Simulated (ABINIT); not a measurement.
Planning a run of ABINIT 10.8.3 on MgO (Fm-3m). The input:

```
acell 3*1.0 Angstrom
rprim 
  -0.000000000000 2.097001392700 2.097001392700
  2.097001392700 0.000000000000 2.097001392700
  2.097001392700 2.097001392700 0.000000000000
ntypat 2
znucl 12 8
natom 2
typat 1 2
xred 
  0.000000000000 0.000000000000 0.000000000000
  0.500000000000 0.500000000000 0.500000000000
pp_dirpath "pseudos"
pseudos "Mg.upf, O.upf"
ecut 38
ngkpt 6 6 6
nshiftk 1
shiftk 0 0 0
kptopt 1
chksymbreak 0
istwfk *1
occopt 1
irdwfk 1
optdriver 4
nband 144
gwcalctyp 10
ecutsigx 38
symsigma 1
nkptgw 16
kptgw 
  0.0000000000 0.0000000000 0.0000000000
  0.1666666667 0.0000000000 0.0000000000
  0.3333333333 0.0000000000 0.0000000000
  0.5000000000 0.0000000000 0.0000000000
  0.1666666667 0.1666666667 0.0000000000
  0.3333333333 0.1666666667 0.0000000000
  0.5000000000 0.1666666667 0.0000000000
  -0.3333333333 0.1666666667 0.0000000000
  -0.1666666667 0.1666666667 0.0000000000
  0.3333333333 0.3333333333 0.0000000000
  0.5000000000 0.3333333333 0.0000000000
  -0.3333333333 0.3333333333 0.0000000000
  0.5000000000 0.5000000000 0.0000000000
  0.5000000000 0.3333333333 0.1666666667
  -0.3333333333 0.3333333333 0.1666666667
  -0.3333333333 0.5000000000 0.1666666667
bdgw 
  1 15
  1 15
  1 15
  1 15
  1 15
  1 15
  1 15
  1 15
  1 15
  1 15
  1 15
  1 15
  1 15
  1 15
  1 15
  1 15
ecuteps 9.6
irdscr 1
ppmodel 1
irdqps 1
indata_prefix "in"
outdata_prefix "out"
tmpdata_prefix "tmp"
```

```sh
OMP_NUM_THREADS=1 mpirun -n 8 abinit run.abi > log
```

Q: Estimate wall time and host memory on 8 MPI ranks of Intel Xeon Platinum 8488C (Sapphire Rapids), shared host.

It took 7.3 min; on shared hardware allow 3.6 min to 15 min. Peak host memory was 2.2 GiB.

[Paths, hosts, dates, memory and timing lines, banners, echoed tables and standing remarks are left out of the program output.]

[Logs are printed without paths, hosts, clocks, repeated set-up lines and the standing remarks that a program may print on its own settings, such as how far it seeks lower states.]

[Runs of the session that timed out or met a known fault of the program may be left out.]

[Hosts, paths, dates, database ids (printed as entryN), source tags and the programs' standing remarks are cut or masked in the printed files.]

[G0W0 gaps are taken among the corrected bands and points alone; a level outside them can change the order at an edge.]

[Where Ansatz stands beside ABINIT at settings called matched, ABINIT's density can come from a denser mesh and the files from another edition; pairs whose starting gaps differed by over 0.03 eV were left out, so agreement reads better than it is.]
